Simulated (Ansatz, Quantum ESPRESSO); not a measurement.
# Conductance against width: vacuum gaps between two Nb(110) faces, part 3 of 4

Aim: how the conductance falls as the barrier grows, for vacuum gaps between two Nb(110) faces.

Quantum ESPRESSO 7.5; plane-wave DFT, PBE, GBRV ultrasoft pseudopotentials; cross-check by Ansatz 0.2.0 with PAW datasets.

So far. Step 2 (Self-consistent run, 4 Å): The run needed 15 iterations to bring the estimated error under 1e-07 Ry; the largest force on any atom, held or free, is 0.36 eV/Å. Step 3 (Transmission with pwcond.x, 4 Å): The run is unpolarised; a magnetic state was not tried, may lie lower and would change T.

## Step 4: Cross-check with Ansatz, 4 Å

As a check, the same structure is run in Ansatz.

Level of this step: plane-wave DFT, PBE, Ansatz PAW (Ansatz 0.2.0).

Input file input.yaml:

```yaml
crystal:
  lattice:
    - [3.32, 0.0, 0.0]
    - [1.66, 2.3475945135, 0.0]
    - [0.0, 0.0, 39.2139177031]
  atoms:
    - { symbol: Nb, position: [0.0, 0.0, 0.0] }
    - { symbol: Nb, position: [0.5, 0.0, 0.05986636] }
    - { symbol: Nb, position: [0.0, 0.0, 0.11973272] }
    - { symbol: Nb, position: [0.5, 0.0, 0.1795990799] }
    - { symbol: Nb, position: [0.0, 0.0, 0.2394654399] }
    - { symbol: Nb, position: [0.5, 0.0, 0.2993317999] }
    - { symbol: Nb, position: [0.0, 0.0, 0.3591981599] }
    - { symbol: Nb, position: [0.5, 0.0, 0.4190645199] }
    - { symbol: Nb, position: [0.0, 0.0, 0.5210691201] }
    - { symbol: Nb, position: [0.5, 0.0, 0.5809354801] }
    - { symbol: Nb, position: [0.0, 0.0, 0.6408018401] }
    - { symbol: Nb, position: [0.5, 0.0, 0.7006682001] }
    - { symbol: Nb, position: [0.0, 0.0, 0.7605345601] }
    - { symbol: Nb, position: [0.5, 0.0, 0.8204009201] }
    - { symbol: Nb, position: [0.0, 0.0, 0.88026728] }
    - { symbol: Nb, position: [0.5, 0.0, 0.94013364] }
kpoints:
  mp_grid: { grid: [9, 10, 1] }
hamiltonian:
  xc: pbe
scf:
  occupations: { method: fermi_dirac, width: 0.1 }
  convergence: { dr2_threshold: 1.0e-08 }
output:
  transmission: { leads: [[0, 2]], e_range: [-0.4, 0.4], de: 0.4, kmesh: [8, 8] }
  write_potential: true
  write_density: true
  volumetric_format: npy
  elf: true
```

Command:

```console
$ ansatz run input.yaml --threads 4 --pin off --max-ram 16384MiB --backend cpu --events-out ev --progress --plain --runs-dir out
```

Numbers of over 12 decimals in the logs are rounded to 6 here.

The log of the run:

```text
Warning: crystal.symmetry: narrowed to the stabiliser of the k-point mesh — unitary ops 8 → 4; excluded 4 operations that carry a point of the 9×10×1 mesh (shift [0, 0, 0]) off the mesh (the run samples exactly the mesh kpoints.mp_grid names, as under crystal.symmetry.detect: false, and its converged state has the mesh's symmetry, not the crystal's; ε∞, the Born charges and the force constants of a linear response (`dielectric:` by the response, `phonons.method: dfpt`) are averaged over those of the crystal's operations that the state keeps within a tolerance, where `mesh_tensors`, `unaveraged_element` or `gamma_mean_max_change_ev_ang2` stands beside them; [rest of the remark cut]
Engine: ansatz 0.2.0, aarch64-unknown-linux-gnu
Pseudopotentials: kind: paw
Pseudopotential: Nb, paw, valence charge 13, recommended cutoff 420 eV (normal), Nb.paw.azcp
Functional definition: PBE
  parameter kappa = 0.804
  parameter beta = 0.066725
  exchange = pbe_x(kappa = kappa, mu = beta*pi^2/3)
  correlation = pbe_c(beta = beta)
Crystal: 16 atoms, lattice volume = 305.634 Å³
Basis set: ecut = 420 eV, 5993 PW (Γ)
Bands: 125, of which v1, the nominal top of the filled ones, is band 104 counted from 1 (103 counted from 0)
Symmetry: 4 space group operations
k-points: 46 of 90
Non-local potential: Nb, projectors of the file, l = 0: 3, l = 1: 2, l = 2: 2, l = 3: 1
PAW form: soft (Blöchl's): semilocal exchange-correlation on the pseudo side does not see the compensation charge
PAW one-centre angular grid: Nb, 590 points (default); XC on 64 Gauss nodes
Initial density: superposition of atomic densities (neutral atoms: chi_scale 0, normalization atom), corrected by the library's trained network
Initial wavefunctions: pseudopotential atomic-orbital guess
Functional: x = pbe(κ = 0.804, μ = 0.219515), c = pbe(β = 0.066725)
SCF iter   1: F=—  HF=-72835.549179 eV  |F-HF|=—  |Δ(HF+E_count)|=         —  Δρ=1.11e-2  dr2=5.29e1  ethr=1.77e-3  ⟨swp⟩=5.4  Hψ=22168  notcnv=0  defer=1
preconditioner: auto → Kerker (q_TF=auto, 2.559 Å⁻¹)  [metal: Δε(μ)=0.002 eV  Ē_g=3.448 eV  σ=0.100 eV  W_gap=0.01  n_scr=82 (ndim 8)  ℏωp=19.0 eV  f_vac=0.000  D(μ)=23.75/eV (n_scr^D=260)]
SCF iter   2: F=—  HF=-72835.401951 eV  |F-HF|=—  |Δ(HF+E_count)|=   1.47e-1  Δρ=5.21e-3  dr2=1.22e1  ethr=1.77e-3  ⟨swp⟩=1.0  Hψ=6626  notcnv=0  defer=2
SCF iter   3: F=—  HF=-72835.356781 eV  |F-HF|=—  |Δ(HF+E_count)|=   4.52e-2  Δρ=1.04e-3  dr2=7.84e-3  ethr=1.77e-3  ⟨swp⟩=1.0  Hψ=5726  notcnv=0  defer=2
SCF iter   4: F=—  HF=-72835.356053 eV  |F-HF|=—  |Δ(HF+E_count)|=   7.28e-4  Δρ=2.79e-4  dr2=7.95e-3  ethr=3.77e-6  ⟨swp⟩=2.0  Hψ=7032  notcnv=0  defer=4
SCF iter   5: F=—  HF=-72835.355888 eV  |F-HF|=—  |Δ(HF+E_count)|=   1.64e-4  Δρ=1.24e-4  dr2=1.82e-4  ethr=3.77e-6  ⟨swp⟩=1.0  Hψ=5726  notcnv=0  defer=4
SCF iter   6: F=—  HF=-72835.355861 eV  |F-HF|=—  |Δ(HF+E_count)|=   2.71e-5  Δρ=4.41e-5  dr2=3.91e-5  ethr=8.77e-8  ⟨swp⟩=2.0  Hψ=7283  notcnv=0  defer=4
SCF iter   7: F=—  HF=-72835.355856 eV  |F-HF|=—  |Δ(HF+E_count)|=   5.62e-6  Δρ=7.73e-6  dr2=3.26e-6  ethr=1.88e-8  ⟨swp⟩=2.0  Hψ=6720  notcnv=0  defer=4
SCF iter   8: F=—  HF=-72835.355442 eV  |F-HF|=—  |Δ(HF+E_count)|=   4.14e-4  Δρ=1.69e-6  dr2=2.12e-7  ethr=1.57e-9  ⟨swp⟩=1.6  Hψ=6076  notcnv=0  defer=3
SCF iter   9: F=-72835.355442 eV  HF=-72835.355442 eV  |F-HF|=5.53e-10  |Δ(HF+E_count)|=   1.86e-9  Δρ=2.94e-7  dr2=7.62e-10  ethr=4.81e-12  ⟨swp⟩=7.5  Hψ=16106  notcnv=0
SCF 1 converged in 9 iterations: F = -72835.355442 eV  dr2 = 7.62e-10
  greatest PAW one-centre occupation: 0.998 electrons in one spin orbital (limit 2), on the Nb atom at site 9 (counted from 0), in its partial waves of l = 0
transmission: 236 of 2346 steps passed
transmission: 470 of 2346 steps passed
[...]
transmission: 2346 of 2346 steps passed
SCF converged after 9 iterations
Free energy (F): -72835.355442 eV
Harris-Foulkes:  -72835.355442 eV  (|F-HF|=5.53e-10)
Internal energy: -72834.540208 eV  (E = F + TS)
E sigma→0 (E₀):  -72834.947825 eV
Entropy (-TS):   -0.815234 eV (-50.952 meV/atom)
Fermi energy:    16.636698 eV
--- Per-component energies (eV) ---
  E_band       = -1326.354169
  E_kinetic    = 6306.399943
  E_local      = -17422.258748  (includes V_loc(G=0)·N_el)
  E_nonlocal   = 1919.153881
  E_hartree    = 6497.056550
  E_xc         = -2804.625937
  E_vxc        = -3401.794803  (∫ρ·V_xc dr)
  E_paw        = -49174.255514  (= ΣΔE_a)
  E_vpaw       = -1721.970074  (= ΣTr[D̂ρ^β])
  E_aug_tail   = 0.000097  (compensation charges beyond the density's cutoff)
  E_ewald      = -18156.010480
  E_smearing   = -0.815234  (= −TS)
  E_closure    = 0.000000  (closes the sum)
  Σ components = -72835.355442   (vs F -72835.355442, Δ=0.00e0)
--- Band table (eV; the first three rows and the last of 46) ---
  k-point 0: bands = [... 100 lower, 16.7835, 16.8591, 16.8924, 16.9196, 16.9604, 16.9610, 16.9810, 17.0180, ... 17 higher]
  k-point 1: bands = [... 100 lower, 16.7824, 16.8453, 16.8555, 16.8838, 16.8997, 16.9173, 16.9248, 16.9275, ... 17 higher]
  k-point 2: bands = [... 100 lower, 16.6712, 16.7265, 16.7296, 16.7739, 16.8061, 16.8649, 16.8911, 17.0102, ... 17 higher]
  k-point 45: bands = [... 100 lower, 16.4763, 16.6184, 16.7373, 16.8101, 17.2644, 17.3079, 17.4541, 17.4843, ... 17 higher]
--- Transmission ---
  basis      : 67 plane waves across, 69 finite elements along
  points     : 34, standing for a mesh of 8 x 8
  energies   : 3 from -0.400000 to 0.400000 eV about the Fermi level, 0.400000 eV apart; the leads are filled to 0.000000 eV, and channels, transmission and decay are at 0.000000 eV
  crystal 0  : Nb2, at the sites [0, 2], period 4.6952 Å, over 37.56 Å; its Hamiltonian steps by up to 3.0 meV
    offset         : up to 0.0000 Å between an atom of the period and one for which it stands
    channels       : 1.671875e0 a spin
    conductance    : none, the energies end too early or step too widely for 300 K: set another output.transmission.e_range or a lower de, or, where they end at an eighth of basis.ecutwfc, a higher one
    slowest decay  : 0.1025 /Å at (-0.2500, 0.1250)
  junction   : crystal 0 to crystal 0, -0.48 to 34.04 Å
    transmission   : 4.568685e-1 a spin
    conductance    : none, the energies end too early or step too widely for 300 K: set another output.transmission.e_range or a lower de, or, where they end at an eighth of basis.ecutwfc, a higher one
```

Run time: 49 s. Hardware: 4 threads of Arm Neoverse V1, shared host; peak memory 1.8 GiB.

Read from the output:

- free energy: -72835.3554 eV
- energy at zero smearing: -72834.9478 eV
- smearing term TS: 0.8152 eV
- Fermi energy: 16.64 eV
- symmetry operations: 4
- transmission at the Fermi level, one spin: 0.4569
- lead channels at the Fermi level, one spin: 1.672
- step of the lead's Hamiltonian over a period: 3 meV

Per spin; mean over the k mesh across the current. Transmission, zone mean against energy, zero at the Fermi level:

```csv
energy (eV),"transmission, zone mean"
-0.400,0.352
0.000,0.457
0.400,0.448
```

Per spin; mean over the k mesh across the current. The open channels, zone mean by energy, zero at the Fermi level:

```csv
energy (eV),"open channels, zone mean"
-0.400,2.20
0.000,1.67
0.400,1.09
```

ELF in the ca plane at fractional y = 0.000, with atoms of Nb within 0.2 Å of it. It is the smooth field of the valence electrons, not physical close to the nuclei.

Ten even steps from '0' (0.09) to '9' (0.77), each cell a mean:
```
22322886962332223331006967933421232596793232
22122588732222211121002788522222122368852212
88522122222278861012211122122588732212212258
57832322342596793002333222433885962332232388
35942433452693594002344334533862872343342396
89722211232488982002221111222798952221122279
55322255422235530012101455322355422245532225
11222798952321112221005989723311122498972221
33433962872453344431007935943543442692594243
```
Columns run along c (16.0 Å, from fractional 0.30 to 0.70 of the cell), rows up along a (3.3 Å). Atoms in or near the plane, at fractional coordinates: Nb at (0.30, 0.50), Nb at (0.36, 0.00), Nb at (0.42, 0.50), Nb at (0.52, 0.00), Nb at (0.58, 0.50), Nb at (0.64, 0.00), Nb at (0.70, 0.50).

Valence density in the ca plane at fractional y = 0.000, with atoms of Nb within 0.2 Å of it. It is the smooth field of the valence electrons, not physical close to the nuclei.

Ten even steps from '0' (0.0 e/Å³) to '9' (5.0 e/Å³), each cell a mean:
```
00001499720000000000002799510000000279951000
11000145310001100000000354200001000135420001
55200001000135420000000011000245310001100024
99510000000279951000000000001499820000000149
99610000000289961000000000001599930000000159
87310000000158730000000000000378610000000037
22100122100012210000000122100122100012210012
00000378620000000000001587300000000158731000
00001599830000000000002899610000000289961000
```
Columns run along c (16.0 Å, from fractional 0.30 to 0.70 of the cell), rows up along a (3.3 Å). Atoms in or near the plane, at fractional coordinates: Nb at (0.30, 0.50), Nb at (0.36, 0.00), Nb at (0.42, 0.50), Nb at (0.52, 0.00), Nb at (0.58, 0.50), Nb at (0.64, 0.00), Nb at (0.70, 0.50).

Ansatz finds T = 0.457 against pwcond's 0.462.

## Step 5: Ground state, 5 Å

Level of this step: plane-wave DFT, PBE, GBRV ultrasoft pseudopotentials (Quantum ESPRESSO 7.5).

Input file j1.scf.in:

```
&control
  prefix = 'j1.scf'
  outdir = './out'
  pseudo_dir = './pseudo'
  calculation = 'scf'
  tprnfor = .true.
/
&system
  ibrav = 0
  nat = 16
  ntyp = 1
  ecutwfc = 40
  ecutrho = 200
  occupations = 'smearing'
  smearing = 'mv'
  degauss = 0.01
/
&electrons
  conv_thr = 1e-07
  mixing_beta = 0.25
  electron_maxstep = 120
  mixing_mode = 'local-TF'
/
ATOMIC_SPECIES
  Nb  92.9064  nb_pbe_v1.uspp.F.UPF
CELL_PARAMETERS angstrom
  3.32000000000000 0.00000000000000 0.00000000000000
  1.66000000000000 2.34759451353934 0.00000000000000
  0.00000000000000 0.00000000000000 40.21391770309007
ATOMIC_POSITIONS crystal
  Nb  0.000000000000 0.000000000000 0.000000000000
  Nb  0.500000000000 0.000000000000 0.058377662452
  Nb  0.000000000000 0.000000000000 0.116755324904
  Nb  0.500000000000 0.000000000000 0.175132987356
  Nb  0.000000000000 0.000000000000 0.233510649808
  Nb  0.500000000000 0.000000000000 0.291888312259
  Nb  0.000000000000 0.000000000000 0.350265974711
  Nb  0.500000000000 0.000000000000 0.408643637163
  Nb  0.000000000000 0.000000000000 0.532978700385
  Nb  0.500000000000 0.000000000000 0.591356362837
  Nb  0.000000000000 0.000000000000 0.649734025289
  Nb  0.500000000000 0.000000000000 0.708111687741
  Nb  0.000000000000 0.000000000000 0.766489350192
  Nb  0.500000000000 0.000000000000 0.824867012644
  Nb  0.000000000000 0.000000000000 0.883244675096
  Nb  0.500000000000 0.000000000000 0.941622337548
K_POINTS automatic
  9 10 1 0 0 0
```

Command:

```console
$ OMP_NUM_THREADS=1 mpirun -n 4 pw.x -nk 4 -in j1.scf.in > j1.scf.out
```

The log of the run:

```text
[banner, memory and clock lines left out]
Program PWSCF v.7.5 starts
[...]
Message from routine setup:
[...]
number of electrons       =       208.00
     number of Kohn-Sham states=          125
     kinetic-energy cutoff     =      40.0000  Ry
     charge density cutoff     =     200.0000  Ry
[...]
number of k points=    46  Marzari-Vanderbilt smearing, width (Ry)=  0.0100
[...]
Dense  grid:   101095 G-vectors     FFT dimensions: (  30,  25, 360)
[...]
Starting wfcs are  208 randomized atomic wfcs
[...]
estimated scf accuracy    <      36.36450425 Ry
[...]
estimated scf accuracy    <       9.96935109 Ry
[...]
estimated scf accuracy    <       0.49869486 Ry
[...]
estimated scf accuracy    <       0.32486458 Ry
[...]
estimated scf accuracy    <       0.02183428 Ry
[...]
estimated scf accuracy    <       0.00205746 Ry
[...]
estimated scf accuracy    <       0.00442001 Ry
[...]
estimated scf accuracy    <       0.00079311 Ry
[...]
estimated scf accuracy    <       0.00030833 Ry
[...]
estimated scf accuracy    <       0.00022161 Ry
[...]
estimated scf accuracy    <       0.00001646 Ry
[...]
estimated scf accuracy    <       0.00000475 Ry
[...]
estimated scf accuracy    <       0.00000038 Ry
[...]
the Fermi energy is    16.2805 ev
!    total energy              =   -1886.77252959 Ry
     estimated scf accuracy    <       0.00000004 Ry
     smearing contrib. (-TS)   =       0.00271634 Ry
     internal energy E=F+TS    =   -1886.77524593 Ry
[...]
one-electron contribution =   -1381.71442161 Ry
     hartree contribution      =     789.23010464 Ry
     xc contribution           =    -294.57745221 Ry
     ewald contribution        =    -999.71347675 Ry
     convergence has been achieved in  14 iterations
[...]
Total force =     0.017915     Total SCF correction =     0.001378
[...]
```

Wall time 9.3 min (4 MPI ranks); peak memory 1.8 GiB; 37 min of CPU time.

This step gave:

```
free energy  : -25670.8480 eV
Fermi energy : 16.28 eV
```

## Step 6: Transmission with pwcond.x, 5 Å

Input file j1.cond.in:

```
&inputcond
  outdir = './out'
  prefixt = 'j1.scf'
  tran_file = 'j1.cond.dat'
  bdl = 1.4142135633
  bds = 12.1126258133
  ikind = 1
  ewind = 4.0
  epsproj = 1e-05
  nz1 = 7
  energy0 = 0.4
  denergy = -0.4
/
21
  0.00000000 0.00000000 0.01562500
  0.00000000 0.12500000 0.03125000
  0.00000000 0.25000000 0.03125000
  0.00000000 0.37500000 0.03125000
  0.00000000 0.50000000 0.01562500
  0.12500000 0.00000000 0.06250000
  0.12500000 0.25000000 0.06250000
  0.12500000 0.37500000 0.06250000
  0.12500000 0.50000000 0.06250000
  0.25000000 0.00000000 0.06250000
  0.25000000 0.12500000 0.03125000
  0.25000000 0.37500000 0.06250000
  0.25000000 0.50000000 0.06250000
  0.25000000 0.62500000 0.03125000
  0.37500000 0.00000000 0.06250000
  0.37500000 0.12500000 0.06250000
  0.37500000 0.50000000 0.06250000
  0.37500000 0.62500000 0.06250000
  0.50000000 0.00000000 0.03125000
  0.50000000 0.12500000 0.06250000
  0.50000000 0.25000000 0.03125000
3
```

Command:

```console
$ OMP_NUM_THREADS=1 mpirun -n 4 pwcond.x -in j1.cond.in > j1.cond.out
```

The log of the run:

```text
[banner, memory and clock lines left out]
Program PWCOND v.7.5 starts
[citation notice left out]

[...]
./out/j1.scf.save/

     IMPORTANT: XC functional enforced from input :
     Exchange-correlation= PBE
                           (   1   4   3   4   0   0   0)
     Any further DFT definition will be discarded
     Please, verify this is what you really want

     Check: negative core charge=   -0.000002
     Reading collected, re-writing distributed wavefunctions

===== INPUT FILE containing all the regions =====

     GEOMETRY:

[...]
---  E-Ef =   -0.4000000  k =    0.5000000   0.2500000
---  ie =          3  ik =         21
 Nchannels of the left tip =            1
 Right moving states:
   k1(2pi/a)   k2(2pi/a)   E-Ef (eV)
   0.3756470   0.0000065  -0.4000000
 Left moving states:
   k1(2pi/a)   k2(2pi/a)   E-Ef (eV)
  -0.3756470   0.0000065  -0.4000000

 to transmit
 Band j to band i transmissions and reflections:
    j         i     |T_ij|^2    |R_ij|^2

    1 -->     1     0.03249     0.96751
   Total T_j, R_j =    0.03249  0.96751

E-Ef(ev), T(x2 spins) =   -0.4000000   0.0649725
   T_tot     0.40000      0.32489E+00
   T_tot     0.00000      0.57035E+00
   T_tot    -0.40000      0.73566E+00

[...]
```

The job ended after 2 min (4 MPI ranks; peak memory 0.28 GiB; 8.1 min of CPU time).

Read from the output:

- lead channels at the Fermi level, one spin: 1.641
- transmission at the Fermi level, one spin: 0.2852
- conductance: 0.2852 G₀

Per spin; mean over the k mesh across the current. Table of transmission, zone mean by energy, zero at the Fermi level:

```csv
energy (eV),"transmission, zone mean"
-0.400,0.368
0.000,0.285
0.400,0.162
```

The run is unpolarised; a magnetic state was not tried, may lie lower and would change T.

T goes from 0.462 to 0.285, a factor of 1.6.

## Step 7: Cross-check with Ansatz, 5 Å

Level of this step: plane-wave DFT, PBE, Ansatz PAW (Ansatz 0.2.0).

input.yaml, the sections that differ from step 4:

```yaml
crystal:
  lattice:
    - [3.32, 0.0, 0.0]
    - [1.66, 2.3475945135, 0.0]
    - [0.0, 0.0, 40.2139177031]
  atoms:
    - { symbol: Nb, position: [0.0, 0.0, 0.0] }
    - { symbol: Nb, position: [0.5, 0.0, 0.0583776625] }
    - { symbol: Nb, position: [0.0, 0.0, 0.1167553249] }
    - { symbol: Nb, position: [0.5, 0.0, 0.1751329874] }
    - { symbol: Nb, position: [0.0, 0.0, 0.2335106498] }
    - { symbol: Nb, position: [0.5, 0.0, 0.2918883123] }
    - { symbol: Nb, position: [0.0, 0.0, 0.3502659747] }
    - { symbol: Nb, position: [0.5, 0.0, 0.4086436372] }
    - { symbol: Nb, position: [0.0, 0.0, 0.5329787004] }
    - { symbol: Nb, position: [0.5, 0.0, 0.5913563628] }
    - { symbol: Nb, position: [0.0, 0.0, 0.6497340253] }
    - { symbol: Nb, position: [0.5, 0.0, 0.7081116877] }
    - { symbol: Nb, position: [0.0, 0.0, 0.7664893502] }
    - { symbol: Nb, position: [0.5, 0.0, 0.8248670126] }
    - { symbol: Nb, position: [0.0, 0.0, 0.8832446751] }
    - { symbol: Nb, position: [0.5, 0.0, 0.9416223375] }
# kpoints, hamiltonian, scf, output: as in step 4
```

Command:

```console
$ ansatz run input.yaml --threads 4 --pin off --max-ram 16384MiB --backend cpu --events-out ev --progress --plain --runs-dir out
```

The log of the run:

```text
[...]
Crystal: 16 atoms, lattice volume = 313.428 Å³
Basis set: ecut = 420 eV, 6121 PW (Γ)
Bands: 125, of which v1, the nominal top of the filled ones, is band 104 counted from 1 (103 counted from 0)
Symmetry: 4 space group operations
k-points: 46 of 90
[...]
k-point 45: bands = [... 100 lower, 15.9691, 16.1025, 16.2777, 16.3682, 16.7181, 16.7564, 17.0209, 17.0481, ... 17 higher]
--- Transmission ---
  basis      : 67 plane waves across, 70 finite elements along
  points     : 34, standing for a mesh of 8 x 8
[...]
channels       : 1.671875e0 a spin
[...]
slowest decay  : 0.1025 /Å at (-0.2500, 0.1250)
  junction   : crystal 0 to crystal 0, -0.48 to 35.04 Å
    transmission   : 2.834784e-1 a spin
[...]
[key lines of the parts left out:]
SCF converged after 9 iterations
Free energy (F): -72834.937109 eV
Fermi energy:    16.124314 eV
```

Wall time 54 s (4 threads); peak memory 1.8 GiB.

This step gave:

| Quantity | Value |
| --- | --- |
| free energy | -72834.9371 eV |
| energy at zero smearing | -72834.5344 eV |
| smearing term TS | 0.8055 eV |
| Fermi energy | 16.12 eV |
| transmission at the Fermi level, one spin | 0.2835 |
| lead channels at the Fermi level, one spin | 1.672 |
| step of the lead's Hamiltonian over a period | 3.5 meV |

Per spin; mean over the k mesh across the current. The transmission, zone mean by energy, zero at the Fermi level:

```csv
energy (eV),"transmission, zone mean"
-0.400,0.330
0.000,0.283
0.400,0.159
```

Ansatz finds T = 0.283 against pwcond's 0.285.

[end of part 3 of 4]

[Logs are printed without paths, hosts, clocks, repeated set-up lines and the standing remarks that a program may print on its own settings, such as how far it seeks lower states.]

[Hosts, paths, dates, database ids (printed as entryN), source tags and the programs' standing remarks are cut or masked in the printed files.]

[Maps of the electrostatic potential energy from Ansatz leave out the sawtooth potential of an applied field or a dipole correction, so their vacuum need not be flat; planar profiles and work functions include it.]
